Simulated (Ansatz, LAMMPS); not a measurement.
## Glassy 64SiO2-18MgO-9Li2O-9K2O (mol %) (155 atoms): geometry optimisation

Wanted: the relaxed structure of glassy 64SiO2-18MgO-9Li2O-9K2O (mol %) (155 atoms) and its electronic structure.

Program: Ansatz 0.2.0. Level of theory: Kohn-Sham DFT, PBE, PAW (set soft_2), plane waves. Results are calculated unless marked as measured.

Report form: the programs' logs are mostly left out.

### 1. Set-up

The cell holds 155 atoms: 35 Si, 10 Mg, 10 Li, 10 K and 90 O. Its edges and angles: a = 12.664 Å, b = 12.664 Å, c = 12.664 Å, α = 90.0°, β = 90.0°, γ = 90.0°. 155 atoms (35 Si, 10 Mg, 10 Li, 10 K, 90 O) placed at random at 2.4 g/cm³, melted at 4000 K for 10 ps at fixed volume with the Morse and Coulomb pair potential with partial charges (Pedone, Malavasi, Menziani, Cormack and Segre, J. Phys. Chem. B 110, 11780 (2006)). Quenched from 4000 K to 300 K at 50 K/ps and fixed volume, held 10 ps at zero pressure.

Before any run, some limits are plain. The quench rate of 50 K/ps is orders of magnitude faster than experiment, which tends to freeze in extra defects. The starting topology of bonds comes from the classical model. Sampling is at Γ alone, for a cell whose shortest periodic width is 13 Å.

### 2. The classical run that made the cell

A classical potential makes the cell, at a small fraction of what the same run would cost in DFT.

This step: classical MD, Morse and Coulomb pair potential with partial charges (Pedone, Malavasi, Menziani, Cormack and Segre, J. Phys. Chem. B 110, 11780 (2006)) (LAMMPS 22 Jul 2025 - Update 4).

in.lmp reads:

```
# melt-quench of Si35Mg10Li10K10O90
units metal
atom_style charge
boundary p p p
region box block 0 12.9327 0 12.9327 0 12.9327
create_box 5 box
mass 1 28.0850   # Si
mass 2 24.3050   # Mg
mass 3 6.9400   # Li
mass 4 39.0983   # K
mass 5 15.9990   # O
create_atoms 1 random 35 601135 NULL overlap 1.5 maxtry 2000
create_atoms 2 random 10 601142 NULL overlap 1.5 maxtry 2000
create_atoms 3 random 10 601149 NULL overlap 1.5 maxtry 2000
create_atoms 4 random 10 601156 NULL overlap 1.5 maxtry 2000
create_atoms 5 random 90 601163 NULL overlap 1.5 maxtry 2000
pair_style hybrid/overlay pedone 5.5 coul/long 8.0
pair_coeff * * coul/long
pair_coeff 1 5 pedone 0.340554 2.006700 2.100000 1   # Si-O
pair_coeff 2 5 pedone 0.038908 2.281000 2.586153 5   # Mg-O
pair_coeff 3 5 pedone 0.001114 3.429506 2.681360 1   # Li-O
pair_coeff 4 5 pedone 0.011612 2.062605 3.305308 5   # K-O
pair_coeff 5 5 pedone 0.042395 1.379316 3.618701 22   # O-O
set type 1 charge 2.4
set type 2 charge 1.2
set type 3 charge 0.6
set type 4 charge 0.6
set type 5 charge -1.2
kspace_style pppm 1.0e-4
neigh_modify delay 0 every 1 check yes
thermo_style custom step time temp pe press density
thermo_modify norm yes
timestep 0.002
thermo 100
# [... 15 lines left out ...]
fix md all nvt temp 4000 300 0.2
run 37000 post no
unfix md
thermo 1666
fix md all npt temp 300 300 0.2 iso 0 0 2
run 5000 post no
unfix md
write_dump all custom glass.dump id type xs ys zs modify sort id
```

Command:

```
$ lmp -in in.lmp -log none -nocite
```

It took 39 s on 1 thread of Intel Xeon Platinum 8488C (Sapphire Rapids), shared host; peak memory 0.069 GiB.

### 3. Single point at the start

The forces at the start show how far the geometry lies from a minimum of this functional.

input.yaml reads:

```yaml
crystal:
  lattice:
    - [12.66431, 0.0, 0.0]
    - [0.0, 12.66431, 0.0]
    - [0.0, 0.0, 12.66431]
  atoms:
    - { symbol: Si, position: [0.6429, 0.8013, 0.7841] }
    - { symbol: Si, position: [0.5639, 0.20836, 0.29076] }
    - { symbol: Si, position: [0.05803, 0.79709, 0.15858] }
    - { symbol: Si, position: [0.87971, 0.27029, 0.45115] }
    - { symbol: Si, position: [0.00971, 0.83663, 0.39796] }
    - { symbol: Si, position: [0.61213, 0.05868, 0.48634] }
    - { symbol: Si, position: [0.05728, 0.98617, 0.98892] }
    - { symbol: Si, position: [0.49549, 0.13148, 0.86748] }
    - { symbol: Si, position: [0.2551, 0.28408, 0.06791] }
    - { symbol: Si, position: [0.36185, 0.34269, 0.28244] }
    - { symbol: Si, position: [0.48548, 0.79338, 0.24094] }
    - { symbol: Si, position: [0.8177, 0.47082, 0.3118] }
    - { symbol: Si, position: [0.07624, 0.26036, 0.61733] }
    - { symbol: Si, position: [0.90876, 0.93788, 0.80444] }
    - { symbol: Si, position: [0.33822, 0.65544, 0.59083] }
    - { symbol: Si, position: [0.26683, 0.04558, 0.09904] }
    - { symbol: Si, position: [0.7129, 0.65608, 0.60253] }
    - { symbol: Si, position: [0.37378, 0.33528, 0.8519] }
    - { symbol: Si, position: [0.14939, 0.60535, 0.86952] }
    - { symbol: Si, position: [0.64572, 0.19581, 0.06144] }
    - { symbol: Si, position: [0.80186, 0.49105, 0.86365] }
    - { symbol: Si, position: [0.52264, 0.72946, 0.46858] }
    - { symbol: Si, position: [0.71632, 0.43755, 0.09316] }
    - { symbol: Si, position: [0.2301, 0.44986, 0.68143] }
    - { symbol: Si, position: [0.57887, 0.45595, 0.62364] }
    - { symbol: Si, position: [0.70542, 0.2435, 0.62925] }
    - { symbol: Si, position: [0.84937, 0.75278, 0.0843] }
    - { symbol: Si, position: [0.40221, 0.94808, 0.5248] }
    - { symbol: Si, position: [0.88288, 0.27046, 0.78655] }
    - { symbol: Si, position: [0.03028, 0.32217, 0.16184] }
    - { symbol: Si, position: [0.87879, 0.17197, 0.02056] }
    - { symbol: Si, position: [0.44646, 0.93364, 0.99372] }
    [... 117 atom lines left out ...]
    - { symbol: O, position: [0.6687, 0.69707, 0.71525] }
    - { symbol: O, position: [0.51086, 0.61199, 0.90984] }
    - { symbol: O, position: [0.2679, 0.71266, 0.50332] }
    - { symbol: O, position: [0.8072, 0.46398, 0.99113] }
    - { symbol: O, position: [0.45487, 0.64914, 0.54259] }
    - { symbol: O, position: [0.79488, 0.2889, 0.54944] }
kpoints:
  mp_grid: { grid: [1, 1, 1] }
hamiltonian:
  xc: pbe
scf:
  occupations: { method: fixed }
output:
  forces: true
  stress: true
  populations: true
  dos:
    method: { smearing: { sigma: 0.15 } }
    de: 0.1
    projected: { site_lists: { K: [K], Li: [Li], Mg: [Mg], O: [O], Si: [Si] } }
  eigenvalues: true
```

Command:

```
$ ansatz run input.yaml --threads 4 --pin off --max-ram 8192MiB --backend cpu --events-out ev --progress --plain --runs-dir out
```

Elapsed: 35 s, on 4 threads of Intel Xeon Platinum 8488C (Sapphire Rapids), shared host; peak memory 3.4 GiB; 2.1 min of CPU time.

Numbers from this run:

* free energy: -110147.5444 eV
* free energy per atom: -710.6293 eV/atom
* SCF cycles: 10
* pressure: 5.219 GPa
* r.m.s. force component: 1.404 eV/Å
* longest force: 6.409 eV/Å
* Fermi energy: 4.745 eV
* gap (highest filled to lowest empty level): 2.862 eV
* spilling of the projection: 0.01135

The r.m.s. force component of 1.4 eV/Å and the pressure of 5.2 GPa set the starting point.

Length of the force by element:

```tsv
element	coordination	atoms	mean length of the force (eV/Å)	spread	least	most
K	all	10	0.585	0.177	0.250	0.898
Li	all	10	0.709	0.455	0.139	1.88
Mg	all	10	1.14	0.773	0.237	2.88
O	all	90	2.08	1.20	0.284	6.41
Si	all	35	2.98	1.27	1.07	6.09
```

### 4. Relaxation

The atoms are relaxed in the fixed cell, aiming at the force tolerance of the input.

input.yaml, the sections that differ from step 3:

```yaml
output:
  forces: true
relax:
  f_tol: 0.05
  max_steps: 143
# crystal, kpoints, hamiltonian, scf: as in step 3
```

It took 7.3 min on 4 threads; peak memory 3 GiB; 27 min of CPU time.

Step by step (22 of 23):

```tsv
step	energy less that of the first step (eV)	largest force component (eV/Å)
1	0.0000	5.5382
2	-7.4613	3.0296
3	-12.4237	0.8174
4	-13.1747	0.6261
5	-13.6438	0.3600
6	-13.9110	0.2864
7	-14.0836	0.3109
8	-14.1702	0.2636
9	-14.2367	0.2052
10	-14.2867	0.2290
11	-14.3618	0.2361
13	-14.4704	0.2920
14	-14.5379	0.2638
15	-14.6106	0.4160
16	-14.6771	0.3736
17	-14.7225	0.2019
18	-14.6341	0.5201
19	-14.7663	0.1483
20	-14.7306	0.2867
21	-14.7831	0.0731
22	-14.7809	0.0640
23	-14.7883	0.0254
```

Relaxation steps 18, 20, 22 were tried and not accepted.

The atoms that moved most (Å):

```tsv
atom	dx	dy	dz	length
Mg39	1.266	0.586	-0.419	1.457
Li46	0.420	-0.263	-1.063	1.173
Li52	-0.802	0.017	-0.399	0.896
O67	0.471	0.561	-0.362	0.817
K56	-0.284	0.564	-0.014	0.632
Li51	0.550	-0.018	0.028	0.551
O132	-0.418	0.003	-0.354	0.547
O136	-0.321	0.440	-0.016	0.545
```

The relaxation changed the energy by -95.4 meV/atom, and atoms moved by 0.33 Å r.m.s., 1.5 Å at most.

### 5. Distances and neighbours after relaxation

Bonds before and after, by the cutoffs listed below:

```tsv
pair	bonds before	bonds after	mean before (Å)	mean after (Å)	spread before (Å)	spread after (Å)
O-Si	140	140	1.617	1.639	0.054	0.032
O-K	60	52	2.850	2.783	0.158	0.162
O-Li	36	37	2.104	2.000	0.168	0.141
O-Mg	44	44	2.100	2.042	0.146	0.094
```

Density 2.56 g/cm³, 13.10 Å³ an atom.

Pair distribution functions g(r), in bins of 0.2 Å:

```tsv
r (Å)	total	O-O	O-Si	O-K	O-Li	O-Mg	Si-Si
1.50	0.49	0.00	1.86	0.00	0.00	0.00	0.00
1.70	3.02	0.00	11.51	0.00	0.00	0.00	0.00
1.90	0.67	0.00	0.00	0.00	5.44	3.54	0.00
2.10	0.58	0.00	0.00	0.00	2.29	5.47	0.00
2.30	0.09	0.00	0.00	0.00	0.68	0.51	0.00
2.50	0.54	1.13	0.00	0.97	0.00	0.14	0.00
2.70	1.96	4.80	0.00	2.73	0.12	0.13	0.00
2.90	0.73	0.92	0.06	2.02	0.64	0.32	1.22
3.10	1.04	0.93	0.32	0.73	0.74	0.47	4.43
3.30	0.94	0.84	0.68	1.07	1.25	0.17	1.39
3.50	1.02	0.88	1.11	0.95	0.79	1.47	0.00
3.70	0.99	0.60	1.39	0.92	1.30	1.12	0.28
3.90	0.95	0.51	1.53	0.77	1.00	1.18	0.26
4.10	1.19	0.61	2.21	0.86	1.01	1.39	0.62
4.30	1.20	0.90	1.54	1.17	1.32	1.80	1.36
4.50	0.92	0.78	0.73	1.20	1.20	1.60	1.25
4.70	0.91	1.08	0.68	0.85	0.85	1.34	1.20
4.90	1.11	1.65	0.80	1.04	0.64	0.75	0.94
5.10	1.04	1.36	0.68	1.34	0.96	0.62	1.17
5.30	1.00	1.26	0.65	1.29	0.55	0.96	1.47
5.50	0.90	1.00	0.78	0.95	0.92	0.65	1.00
5.70	0.94	0.86	1.04	0.77	0.94	0.66	1.22
5.90	0.95	0.79	1.21	0.70	1.24	0.93	0.72
6.10	1.01	0.92	1.08	1.02	1.08	1.06	0.71
```

Bonds by pair of elements; cutoffs follow the first minimum of g(r), held within bounds set by covalent radii, and pairs that aren't listed don't count as bonded:

```tsv
pair A-B	cutoff (Å)	bonds	mean length (Å)	spread (Å)	shortest (Å)	B about A	A about B
O-Si	2.08	140	1.64	0.032	1.57	1.56	4
O-K	3.15	52	2.78	0.162	2.50	0.578	5.2
O-Li	2.58	37	2	0.141	1.81	0.411	3.7
O-Mg	2.48	44	2.04	0.094	1.91	0.489	4.4
```

How many atoms have how many bonded neighbours:

```tsv
element	mean	2	3	4	5	6	7
K	5.2	0	0	3	3	3	1
Li	3.7	0	3	7	0	0	0
Mg	4.4	0	0	6	4	0	0
O	3.03	20	47	23	0	0	0
Si	4	0	0	35	0	0	0
```

Bond angles (no mean is given where the spread exceeds 20°):

```tsv
angle	count	mean (°)	spread (°)
O-Si-O	210	109	5.1
O-K-O	114	-	-
K-O-Si	76	107	16.1
O-Mg-O	76	-	-
Si-O-Si	51	142	13.8
```

Oxygen atoms by the number of network formers (Si, P, Ge, B, Al, As, Ga) bound to them:

```tsv
network formers bound to O	O atoms	per cent
0	1	1.1
1	38	42.2
2	51	56.7
```

Network units: each former by its oxygen neighbours and how many of them bridge to another former:

```tsv
former	O neighbours	bridging O	atoms
Si	4	1	2
Si	4	2	10
Si	4	3	12
Si	4	4	11
```

Bond length by coordination (bonds to H left out):

```tsv
element	coordination	atoms	mean bond length (Å)
K	4	3	2.78
K	5	3	2.77
K	6	3	2.77
K	7	1	2.83
Li	3	3	1.95
Li	4	7	2.02
Mg	4	6	2.01
Mg	5	4	2.08
O	2	20	1.65
O	3	47	1.96
O	4	23	2.12
```

Rings of the network by King's shortest-path rule, up to 12 atoms, one path for each pair of neighbours; H, halogens, alkali and alkaline-earth atoms are left out, and the last column divides by all other atoms, bonded or not:

```tsv
ring size (atoms)	rings	per network atom
8	1	0.008
10	5	0.04
12	3	0.024
```

First main peaks of g(r), for some of the pairs, lie near 2.7 Å (O-O), 1.6 Å (O-Si), 2.7 Å (O-K), 1.9 Å (O-Li), 2.0 Å (O-Mg) and 3.1 Å (Si-Si). Counting bonds as in the table, 70 % of Li atoms have 4, 60 % of Mg atoms have 4 and 52 % of O atoms have 3 bonded neighbours. The O-Si-O angle averages 109° with a spread of 5°. 57 % of the oxygens bridge two formers (Si) and 42 % are non-bridging; 1 % join none. The commonest Si unit has 4 oxygens, 3 of them shared with other formers (12 of 35 atoms). Rings of 10 atoms are the most common (56 % of those counted); sizes run from 8 to 12, where the search stops.

### 6. Single point at the relaxed geometry

The electronic structure is read at the final geometry, in a run of its own.

input.yaml reads:

```yaml
crystal:
  lattice:
    - [12.66431, 0.0, 0.0]
    - [0.0, 12.66431, 0.0]
    - [0.0, 0.0, 12.66431]
  atoms:
    - { symbol: Si, position: [0.62046, 0.80236, 0.78341] }
    - { symbol: Si, position: [0.58155, 0.19812, 0.28999] }
    - { symbol: Si, position: [0.05292, 0.80895, 0.1712] }
    - { symbol: Si, position: [0.88433, 0.2609, 0.45343] }
    - { symbol: Si, position: [0.99959, 0.83831, 0.4055] }
    - { symbol: Si, position: [0.61413, 0.05666, 0.49362] }
    - { symbol: Si, position: [0.05791, 0.98812, 0.99769] }
    - { symbol: Si, position: [0.51058, 0.12494, 0.87374] }
    - { symbol: Si, position: [0.26729, 0.286, 0.06471] }
    - { symbol: Si, position: [0.38912, 0.33257, 0.27252] }
    - { symbol: Si, position: [0.47495, 0.77998, 0.2339] }
    - { symbol: Si, position: [0.81681, 0.46053, 0.31611] }
    - { symbol: Si, position: [0.06775, 0.25778, 0.62081] }
    - { symbol: Si, position: [0.91766, 0.93459, 0.81264] }
    - { symbol: Si, position: [0.31551, 0.64937, 0.58727] }
    - { symbol: Si, position: [0.26933, 0.05354, 0.09149] }
    - { symbol: Si, position: [0.6936, 0.66516, 0.60134] }
    - { symbol: Si, position: [0.38388, 0.33667, 0.85709] }
    - { symbol: Si, position: [0.15401, 0.602, 0.88388] }
    - { symbol: Si, position: [0.66066, 0.19383, 0.0671] }
    - { symbol: Si, position: [0.79072, 0.49529, 0.87092] }
    - { symbol: Si, position: [0.50045, 0.72275, 0.46698] }
    - { symbol: Si, position: [0.70814, 0.44229, 0.08856] }
    - { symbol: Si, position: [0.22957, 0.44385, 0.69618] }
    - { symbol: Si, position: [0.58697, 0.45425, 0.61922] }
    - { symbol: Si, position: [0.71332, 0.25258, 0.6243] }
    - { symbol: Si, position: [0.84688, 0.75685, 0.08552] }
    - { symbol: Si, position: [0.39924, 0.95555, 0.51379] }
    - { symbol: Si, position: [0.87448, 0.2765, 0.7859] }
    - { symbol: Si, position: [0.04634, 0.31477, 0.16562] }
    - { symbol: Si, position: [0.8967, 0.18187, 0.02108] }
    - { symbol: Si, position: [0.44592, 0.93324, 0.98448] }
    [... 117 atom lines left out ...]
    - { symbol: O, position: [0.63771, 0.69471, 0.71244] }
    - { symbol: O, position: [0.50089, 0.62135, 0.89851] }
    - { symbol: O, position: [0.23831, 0.70792, 0.50446] }
    - { symbol: O, position: [0.80201, 0.46466, 0.99539] }
    - { symbol: O, position: [0.43137, 0.63175, 0.52501] }
    - { symbol: O, position: [0.80117, 0.30323, 0.54656] }
kpoints:
  mp_grid: { grid: [1, 1, 1] }
hamiltonian:
  xc: pbe
scf:
  occupations: { method: fixed }
output:
  forces: true
  stress: true
  populations: intrinsic
  dos:
    method: { smearing: { sigma: 0.08 } }
    de: 0.1
    projected: { site_lists: { K: [K], Li: [Li], Mg: [Mg], O: [O], Si: [Si] } }
  eigenvalues: true
  write_density: true
  write_potential: true
  volumetric_format: npy
```

Elapsed: 54 s, on 4 threads; peak memory 3.4 GiB; 3.2 min of CPU time.

Numbers from this run:

```yaml
free_energy: -110162.3327 eV
free_energy_per_atom: -710.7247 eV/atom
scf_cycles: 9
pressure: 1.625 GPa
r_m_s_force_component: 0.00634 eV/Å
longest_force: 0.02786 eV/Å
fermi_energy: 3.858 eV
spacing_of_highest_filled_and_lowest_empty_level: 4.003 eV
```

Intrinsic-atomic-orbital charges by element and coordination:

```tsv
element	coordination	atoms	mean charge (e)	spread	least	most
K	all	10	0.866	0.0128	0.845	0.889
K	4	3	0.872	9.0e-4	0.871	0.873
K	5	3	0.860	0.0111	0.845	0.871
K	6	3	0.871	0.015	0.852	0.889
K	7	1	0.848	0	0.848	0.848
Li	all	10	0.784	0.0057	0.779	0.797
Li	3	3	0.780	0.0011	0.779	0.782
Li	4	7	0.786	0.0061	0.780	0.797
Mg	all	10	1.62	0.0134	1.60	1.65
Mg	4	6	1.62	0.0106	1.60	1.64
Mg	5	4	1.63	0.0116	1.62	1.65
O	all	90	-1.01	0.123	-1.51	-0.879
O	2	20	-0.902	0.0404	-1.07	-0.879
O	3	47	-1.01	0.111	-1.21	-0.889
O	4	23	-1.10	0.120	-1.51	-0.921
Si	all	35	1.66	0.0595	1.55	1.74
```

(Continued in part 2 of 2.)

[Logs are printed without paths, hosts, clocks, repeated set-up lines and the standing remarks that a program may print on its own settings, such as how far it seeks lower states.]

[Hosts, paths, dates, database ids (printed as entryN), source tags and the programs' standing remarks are cut or masked in the printed files.]
